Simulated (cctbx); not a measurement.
# Symmetry from intensities

Cell: a = 4.4170 Å, b = 4.4170 Å, c = 10.6960 Å, α = 90.00°, β = 90.00°, γ = 90.00°. Expected content of the cell: Sn1 Sr1 Ti1 Al6 Mg1.

The data are simulated with cctbx, not measured: Cu Kα, λ = 1.54184 Å, to d = 0.8 Å, 95 % of the full sphere, strongest reflection 5000 counts, noise from counting, a 2 % proportional error and a noise floor of 2 counts (s.d.); no absorption, some extinction.

A first pass over the reflections prints:

```text
1619 reflections to d = 0.803 A
centring   violations  <I/sigma> of those
    A        741 of   816     14.0
    B        753 of   816     14.0
    C        706 of   838     12.5
    I        709 of   824     10.8
    R        961 of  1088     12.9
    F       1100 of  1235     13.5
Laue class    unique    Rint  (classes that these axes allow; Friedel mates merged)
P -1              856   0.059
P 1 2/m 1         490   0.060
P 1 1 2/m         459   0.061
P 2/m 1 1         490   0.060
P m m m           291   0.062
P 4/m             236   0.063
P 4/m m m         169   0.064
space group    extra absences  I>4sigma  <I/sigma>
P 4 2 2                 0          0         -  acentric
P 4 21 2               12          0       1.2  acentric
P 4 m m                 0          0         -  acentric
P -4 2 m                0          0         -  acentric
P -4 21 m              12          0       1.2  acentric
P -4 m 2                0          0         -  acentric
P 4/m m m               0          0         -  centric
P 4/n m m :1           51          0       1.1  centric
P 4/n m m :2           51          0       1.1  centric
Wilson B = 1.15 A^2   <|E^2-1|> = 0.745 (0.968 centric, 0.736 acentric)   E^2>4: 0.0 %
shell (A)         n   <I/sigma>
10.70 - 1.60     28     32.3
 1.60 - 1.27     25     32.5
 1.27 - 1.11     17     32.4
 1.11 - 1.01     25     28.8
 1.01 - 0.94     18     29.2
 0.94 - 0.88     13     12.7
 0.88 - 0.84     23     27.9
 0.84 - 0.80     20     27.0
```

Q: Read the symmetry from these tables.

Every centring test has many violations, so the lattice is primitive.

Rint stays low (0.059 to 0.064) up to P 4/m m m, the highest class in these axes. It includes Bijvoet differences, since Friedel mates are merged.

9 settings pass the absence test. The most absences obeyed, 51, belong to P 4/n m m alone.

⟨|E²−1|⟩ = 0.745 leans to a non-centrosymmetric structure. The Wilson B of 1.15 Å² means U ≈ 0.0146 Å².

The true group is P4mm (no. 99), Laue class 4/mmm, non-centrosymmetric. It passes the tests but isn't the first choice, because the arrangement of the atoms makes further classes of reflections very weak or absent.

This is a model crystal, built by substitution and not relaxed, with assumed displacement parameters.

[Logs are printed without paths, hosts, clocks, repeated set-up lines and the standing remarks that a program may print on its own settings, such as how far it seeks lower states.]
